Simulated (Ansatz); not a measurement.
# What went wrong? amorphous poly(vinylidene fluoride) (as short chains C8F6H12) at 500 K (78 atoms)

Program: Ansatz 0.2.0. The cell: 24 C, 18 F and 36 H.

input.yaml

```yaml
crystal:
  lattice:
    - [9.16861, 0.0, 0.0]
    - [0.0, 9.16861, 0.0]
    - [0.0, 0.0, 9.16861]
  atoms:
    - { symbol: C, position: [0.17547, 0.61344, 0.19065], spin: 2.0 }
    - { symbol: C, position: [0.12367, 0.45123, 0.20394] }
    - { symbol: C, position: [0.22782, 0.3301, 0.19669] }
    - { symbol: F, position: [0.31606, 0.34107, 0.07369] }
    - { symbol: F, position: [0.33659, 0.35062, 0.30888] }
    - { symbol: C, position: [0.17702, 0.16239, 0.20452] }
    - { symbol: C, position: [0.09022, 0.12248, 0.34326] }
    - { symbol: F, position: [0.97117, 0.23269, 0.33166] }
    - { symbol: F, position: [0.17178, 0.16331, 0.46882] }
    - { symbol: C, position: [0.01942, 0.98033, 0.3577] }
    - { symbol: C, position: [0.92077, 0.95212, 0.49757] }
    - { symbol: F, position: [0.87034, 0.81128, 0.48399] }
    - { symbol: F, position: [0.79974, 0.03879, 0.47229] }
    - { symbol: C, position: [0.97071, 0.98459, 0.65343] }
    - { symbol: H, position: [0.08924, 0.68064, 0.22698] }
    - { symbol: H, position: [0.26166, 0.64016, 0.26569] }
    - { symbol: H, position: [0.21864, 0.64108, 0.08571] }
    - { symbol: H, position: [0.02269, 0.44857, 0.14087] }
    [... 54 atom lines left out ...]
    - { symbol: H, position: [0.43599, 0.03696, 0.11207] }
    - { symbol: H, position: [0.78333, 0.84448, 0.07527] }
    - { symbol: H, position: [0.67078, 0.82787, 0.23621] }
    - { symbol: H, position: [0.68675, 0.41755, 0.26845] }
    - { symbol: H, position: [0.52034, 0.49361, 0.1817] }
    - { symbol: H, position: [0.57933, 0.58267, 0.33577] }
kpoints:
  mp_grid: { grid: [1, 1, 1] }
hamiltonian:
  xc: pbe
  dispersion: d3bj
scf:
  occupations: { method: fermi_dirac, width: 0.05 }
  max_iter: 50
output:
  forces: true
```

The run is started by

```console
ansatz run input.yaml --threads 4 --pin off --max-ram 8192MiB --backend cpu --events-out ev --progress --plain --runs-dir out
```

Log:

```text
Error: inconsistent input (magnetization.spin_polarized): false but per-atom `spin:`, `per_species`, `initial_magnetization`, `magnetic_field`, or `spin_locking` is set
```

It took 0.03 s on 4 threads of Arm Neoverse V1, shared host; peak memory 0.031 GiB.

What is at fault here, and what would mend it?

A moment without spin polarisation: crystal.atoms[0].spin = 2.0.

The fix is to switch spin polarisation on, or take the moment out.

The program refused it before any cycle.

[Logs are printed without paths, hosts, clocks, repeated set-up lines and the standing remarks that a program may print on its own settings, such as how far it seeks lower states.]

[Hosts, paths, dates, database ids (printed as entryN), source tags and the programs' standing remarks are cut or masked in the printed files.]
